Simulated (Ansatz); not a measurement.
# Sc on W(110): change of the work function, part 2 of 2

Wanted: Δφ(θ) for Sc/W(110), starting from the longbridge site.

Ansatz 0.2.0; plane-wave DFT, PBE-D3(BJ), Ansatz PAW.

So far, work function, upper face (eV): step 2 (the clean slab) 4.83; step 3 (17 atoms, coverage 0.25 ML, cell 2x2) 2.33; step 4 (18 atoms, coverage 0.5 ML, cell 2x2) 2.95.

## Step 6: The covered slab, atoms frozen

This step: plane-wave DFT, PBE-D3(BJ), Ansatz PAW (Ansatz 0.2.0).

System of this step: ScW16 (Sc/W(110)). The cell holds 17 atoms: 16 W and 1 Sc. Its edges and angles: a = 5.473 Å, b = 5.473 Å, c = 27.761 Å, α = 90.0°, β = 90.0°, γ = 70.5°. Vacuum lies along c.

To see where the charge goes, the covered slab, the bare substrate and the adsorbate layer are each run at the same frozen positions and on the same grid.

input.yaml

```yaml
crystal:
  lattice:
    - [4.468914857, -3.16, 0.0]
    - [4.468914857, 3.16, 0.0]
    - [0.0, 0.0, 27.7613139911]
  atoms:
    - { symbol: W, position: [0.0, 0.0, 0.3241921475] }
    - { symbol: W, position: [0.25, 0.25, 0.40468032] }
    - { symbol: W, position: [0.0, 0.0, 0.4852135838] }
    - { symbol: W, position: [0.2451877821, 0.2451877821, 0.5661262569] }
    - { symbol: W, position: [0.0, 0.5, 0.3241921475] }
    - { symbol: W, position: [0.25, 0.75, 0.40468032] }
    - { symbol: W, position: [0.0, 0.5, 0.4853305801] }
    - { symbol: W, position: [0.2551599073, 0.7448400927, 0.563692588] }
    - { symbol: W, position: [0.5, 0.0, 0.3241921475] }
    - { symbol: W, position: [0.75, 0.25, 0.40468032] }
    - { symbol: W, position: [0.5, 0.0, 0.4853305801] }
    - { symbol: W, position: [0.7448400927, 0.2551599073, 0.563692588] }
    - { symbol: W, position: [0.5, 0.5, 0.3241921475] }
    - { symbol: W, position: [0.75, 0.75, 0.40468032] }
    - { symbol: W, position: [0.5, 0.5, 0.4851710459] }
    - { symbol: W, position: [0.7548122179, 0.7548122179, 0.5661262569] }
    - { symbol: Sc, position: [0.0, 0.0, 0.641973951] }
kpoints:
  mp_grid: { grid: [6, 6, 1] }
hamiltonian:
  xc: pbe
  dispersion: d3bj
scf:
  occupations: { method: fermi_dirac, width: 0.1 }
  convergence: { dr2_threshold: 1.0e-08 }
efield:
  axis: 3
  dipole_correction: true
  ramp_position: 0.97
  ramp_width: 0.06
output:
  write_potential: true
  write_density: true
  volumetric_format: npy
```

On the command line:

```bash
$ ansatz run input.yaml --threads 4 --pin off --max-ram 6144MiB --backend cpu --events-out ev --progress --plain --runs-dir out
```

It took 69 s on 4 threads of Arm Neoverse V2, shared host; peak memory 3 GiB; 4.4 min of CPU time.

Read from the output:

| Property | Result |
| --- | --- |
| energy at zero smearing | -168290.4712 eV |
| work function, upper face | 2.327 eV |
| work function, lower face | 4.882 eV |
| dipole along the normal | 0.3988 e·Å |
| step between the vacuum levels | -2.555 eV |

The work function of the upper face is 2.33 eV.

## Step 7: The substrate alone

System of this step: Sc/W(110), substrate alone, atoms held. The cell holds 16 atoms: 16 W. Cell: a = 5.473 Å, b = 5.473 Å, c = 27.761 Å, α = 90.0°, β = 90.0°, γ = 70.5°. Vacuum lies along c.

The second part, atoms unmoved.

input.yaml, as its differences from that of step 6:

```diff
@@ -22,3 +22,2 @@
     - { symbol: W, position: [0.7548122179, 0.7548122179, 0.5661262569] }
-    - { symbol: Sc, position: [0.0, 0.0, 0.641973951] }
 kpoints:
```

The job ended after 62 s (4 threads; peak memory 2.8 GiB).

This step gave:

| Item | Value |
| --- | --- |
| energy at zero smearing | -166153.5576 eV |
| work function, upper face | 4.864 eV |
| work function, lower face | 4.899 eV |
| dipole along the normal | 0.005441 e·Å |
| step between the vacuum levels | -0.03486 eV |

The work function of the upper face is 4.86 eV.

## Step 8: The adsorbate layer alone

System of this step: Sc/W(110), adsorbate layer alone, atoms held. The cell holds 1 atom: 1 Sc. Cell: a = 5.473 Å, b = 5.473 Å, c = 27.761 Å, α = 90.0°, β = 90.0°, γ = 70.5°. Vacuum lies along c.

The third part; a free layer of atoms may carry a moment, so spin is on.

input.yaml, the sections that differ from step 7:

```yaml
crystal:
  lattice:
    - [4.468914857, -3.16, 0.0]
    - [4.468914857, 3.16, 0.0]
    - [0.0, 0.0, 27.7613139911]
  atoms:
    - { symbol: Sc, position: [0.0, 0.0, 0.641973951], spin: 1.0 }
magnetization:
  spin_polarized: true
# kpoints, hamiltonian, scf, efield, output: as in step 7
```

It took 30 s on 4 threads; peak memory 1.1 GiB.

Read from the output:

- energy at zero smearing: -2131.9774 eV
- total moment: 1.299 μB
- site moments: 1.255 μB
- work function, upper face: 3.453 eV
- dipole along the normal: 2.36e-6 e·Å

Site moment by atom:

| atom | site moment (μB) |
| --- | --- |
| Sc1 | 1.25 |

The free layer carries a moment of 1.3 μB a cell.

## Step 9: Where the charge went

This step: plane-wave DFT, PBE-D3(BJ), Ansatz PAW; density difference on adsorption (Ansatz 0.2.0).

The densities of the parts are taken from that of the whole and averaged over planes; the first moment of what is left gives the step in the potential.

This step gave:

| Item | Value |
| --- | --- |
| largest charge moved | 0.01224 e/Å² |
| potential step from the moved charge | -2.520 eV |

The electron density difference oscillates, so the rows of the table below give means over 1 Å (shorter at the two ends). Its distinct maxima (Å: e/Å³): 13.0: 9.4e-4, 16.9: 0.0227, 18.2: 0.00476. Distinct minima: 16.0: -0.0108, 17.8: -0.0135, 18.9: -0.00748.

Planar mean, whole system less its parts. Electron density difference against z; means over each step:

| z (Å) | electron density difference (e/Å³) |
| --- | --- |
| 5 | -2.3e-7 |
| 6 | -7.6e-6 |
| 7 | -5.8e-5 |
| 8 | 6.8e-5 |
| 9 | -4.9e-5 |
| 10 | -1.0e-4 |
| 11 | -1.3e-4 |
| 12 | 7.4e-5 |
| 13 | 2.9e-4 |
| 14 | -4.8e-4 |
| 15 | -0.00147 |
| 16 | -0.00413 |
| 17 | 0.0178 |
| 18 | -0.00301 |
| 19 | -0.00607 |
| 20 | -0.00236 |
| 21 | -3.1e-4 |
| 22 | -2.1e-5 |
| 23 | 1.5e-6 |

Planar mean, whole system less its parts. The electrons moved below z by z:

z (Å), electrons moved below z (e/Å²) and a bar from the least value:
```
        5     0.0000 ############
        6     0.0000 ############
        7     0.0000 ############
        8    -0.0001 ############
        9    -0.0001 ############
       10     0.0000 ############
       11    -0.0001 ############
       12    -0.0002 ############
       13     0.0000 ############
       14     0.0000 ############
       15    -0.0004 ###########
       16    -0.0055 
       17     0.0054 ########################
       18     0.0079 ##############################
       19     0.0053 ########################
       20     0.0009 ##############
       21     0.0001 #############
       22     0.0000 ############
       23     0.0000 ############
       24     0.0000 ############
```

## Step 10: A changed input

This step: plane-wave DFT, PBE-D3(BJ), Ansatz PAW (Ansatz 0.2.0).

System of this step: ScW8 (Sc/W(110)). The cell holds 18 atoms: 16 W and 2 Sc. Its edges and angles: a = 5.473 Å, b = 5.473 Å, c = 27.761 Å, α = 90.0°, β = 90.0°, γ = 70.5°. Vacuum lies along c.

A run with a changed input: it repeats the earlier run at 0.5 ML with efield.dipole_correction from true to false and efield.amplitude to 0.05.

input.yaml

```yaml
crystal:
  lattice:
    - [4.468914857, -3.16, 0.0]
    - [4.468914857, 3.16, 0.0]
    - [0.0, 0.0, 27.7613139911]
  atoms:
    - { symbol: W, position: [0.0, 0.0, 0.3241921475] }
    - { symbol: W, position: [0.25, 0.25, 0.40468032] }
    - { symbol: W, position: [0.0, 0.0, 0.4855168647] }
    - { symbol: W, position: [0.25, 0.25, 0.5638759146] }
    - { symbol: W, position: [0.0, 0.5, 0.3241921475] }
    - { symbol: W, position: [0.25, 0.75, 0.40468032] }
    - { symbol: W, position: [0.0, 0.5, 0.4855168647] }
    - { symbol: W, position: [0.25, 0.75, 0.5638759146] }
    - { symbol: W, position: [0.5, 0.0, 0.3241921475] }
    - { symbol: W, position: [0.75, 0.25, 0.40468032] }
    - { symbol: W, position: [0.5, 0.0, 0.4855168647] }
    - { symbol: W, position: [0.75, 0.25, 0.5638759146] }
    - { symbol: W, position: [0.5, 0.5, 0.3241921475] }
    - { symbol: W, position: [0.75, 0.75, 0.40468032] }
    - { symbol: W, position: [0.5, 0.5, 0.4855168647] }
    - { symbol: W, position: [0.75, 0.75, 0.5638759146] }
    - { symbol: Sc, position: [0.0, 0.0, 0.6758078525] }
    - { symbol: Sc, position: [0.5, 0.5, 0.6758078525] }
kpoints:
  mp_grid: { grid: [6, 6, 1] }
hamiltonian:
  xc: pbe
  dispersion: d3bj
scf:
  occupations: { method: fermi_dirac, width: 0.1 }
  convergence: { dr2_threshold: 1.0e-08 }
efield:
  axis: 3
  dipole_correction: false
  ramp_position: 0.97
  ramp_width: 0.06
  amplitude: 0.05
relax:
  f_tol: 0.02
  max_steps: 60
  constraints: [{ sites: [0, 1, 4, 5, 8, 9, 12, 13] }]
output:
  bader: true
  dos: { projected: true, e_range: [-8, 4] }
  write_potential: true
  write_density: true
  volumetric_format: npy
```

The job ended after 7.1 min (4 threads; peak memory 3.2 GiB).

| quantity | this run | earlier run | difference |
| --- | --- | --- | --- |
| dipole along the normal (e·Å) | 0.7966 | 0.3038 | 0.49 |

The applied field differs between the two, so the dipoles differ in any case.

With the dipole correction off, the periodic images add a field of their own to the typed one.

These numbers are not those of the isolated slab.

## Step 11: A changed input: scf.initial_density.chi_scale = 0.1

System of this step: W(110). The cell holds 4 atoms: 4 W. Cell: a = 2.737 Å, b = 2.737 Å, c = 24.703 Å, α = 90.0°, β = 90.0°, γ = 70.5°. Vacuum lies along c.

Another changed input: it repeats the earlier run at 0 ML with scf.initial_density.chi_scale to 0.1.

input.yaml

```yaml
crystal:
  lattice:
    - [2.2344574285, -1.58, 0.0]
    - [2.2344574285, 1.58, 0.0]
    - [0.0, 0.0, 24.7033722856]
  atoms:
    - { symbol: W, position: [0.0, 0.0, 0.3643227287] }
    - { symbol: W, position: [0.5, 0.5, 0.4547742429] }
    - { symbol: W, position: [0.0, 0.0, 0.5452257571] }
    - { symbol: W, position: [0.5, 0.5, 0.6356772713] }
kpoints:
  mp_grid: { grid: [12, 12, 1] }
hamiltonian:
  xc: pbe
  dispersion: d3bj
scf:
  occupations: { method: fermi_dirac, width: 0.1 }
  convergence: { dr2_threshold: 1.0e-08 }
  initial_density: { chi_scale: 0.1 }
efield:
  axis: 3
  dipole_correction: true
  ramp_position: 0.97
  ramp_width: 0.06
relax:
  f_tol: 0.02
  max_steps: 60
  constraints: [{ sites: [0, 1] }]
output:
  write_potential: true
  write_density: true
  volumetric_format: npy
```

Run time: 25 s. Hardware: 4 threads; peak memory 0.57 GiB; 97 s of CPU time.

Step by step:

| step | energy less that of the first step (eV) | largest force component (eV/Å) |
| --- | --- | --- |
| 1 | 0.0000 | 0.5732 |
| 2 | 0.0751 | 1.5006 |
| 3 | -0.0144 | 0.1733 |
| 4 | -0.0157 | 0.0088 |

Relaxation step 2 was tried and not accepted.

The run keeps the 4 symmetry operations that the program found, so distortions that break them were not tested.

The atoms that moved most (Å):

| atom | dx | dy | dz | length |
| --- | --- | --- | --- | --- |
| W4 | 0.000 | 0.000 | -0.049 | 0.049 |
| W3 | 0.000 | 0.000 | 0.010 | 0.010 |

The relaxed structure:

```
W
1.0
     2.23446   -1.58000    0.00000
     2.23446    1.58000    0.00000
     0.00000    0.00000   24.70337
W
4
Direct
  0.00000 0.00000 0.36432
  0.50000 0.50000 0.45477
  0.00000 0.00000 0.54562
  0.50000 0.50000 0.63368
```

Numbers from this step:

```
energy at zero smearing        : -41538.4081 eV
work function, upper face      : 4.827 eV
work function, lower face      : 4.902 eV
dipole along the normal        : 0.002935 e·Å
step between the vacuum levels : -0.07522 eV
```

| quantity | this run | earlier run | difference |
| --- | --- | --- | --- |
| work function, upper face (eV) | 4.827 | 4.827 | 4.5e-6 |
| work function, lower face (eV) | 4.902 | 4.902 | -7.1e-6 |
| dipole along the normal (e·Å) | 0.002935 | 0.002936 | -4.5e-7 |

Nothing in the table moves by 0.01 in its unit (for the dipole 0.5 % and 5e-5 e·Å). The run took 36 SCF cycles against 35.

First to last step the energy falls by 0.016 eV; the largest move, 0.049 Å, is that of W4.

## Step 12: Results

- work function of the clean face: 4.83 eV
- work function at 0.25 ML: 2.33 eV
- work function at 0.5 ML: 2.95 eV
- dipole per adsorbate at 0.25 ML, positive end outwards: 1.86 D
- step of the potential from the moved charge at 0.25 ML, upper less lower side, atoms held: -2.52 eV

In words: Sc lowers the work function of W(110) at the lowest coverage, by 2.50 eV: the adsorbate layer has its positive end outwards. The slab has 4 layers, at the tabulated experimental lattice constant, one starting site was run, and quantum-size effects of a slab this thin can reach one or two tenths of an eV. The main runs have no spin polarisation; a magnetic state could lie lower and would change these results.

[Long decimals in the printed logs are rounded to 6 places.]

[Logs are printed without paths, hosts, clocks, repeated set-up lines and the standing remarks that a program may print on its own settings, such as how far it seeks lower states.]

[Hosts, paths, dates, database ids (printed as entryN), source tags and the programs' standing remarks are cut or masked in the printed files.]

[Maps of the electrostatic potential energy from Ansatz leave out the sawtooth potential of an applied field or a dipole correction, so their vacuum need not be flat; planar profiles and work functions include it.]
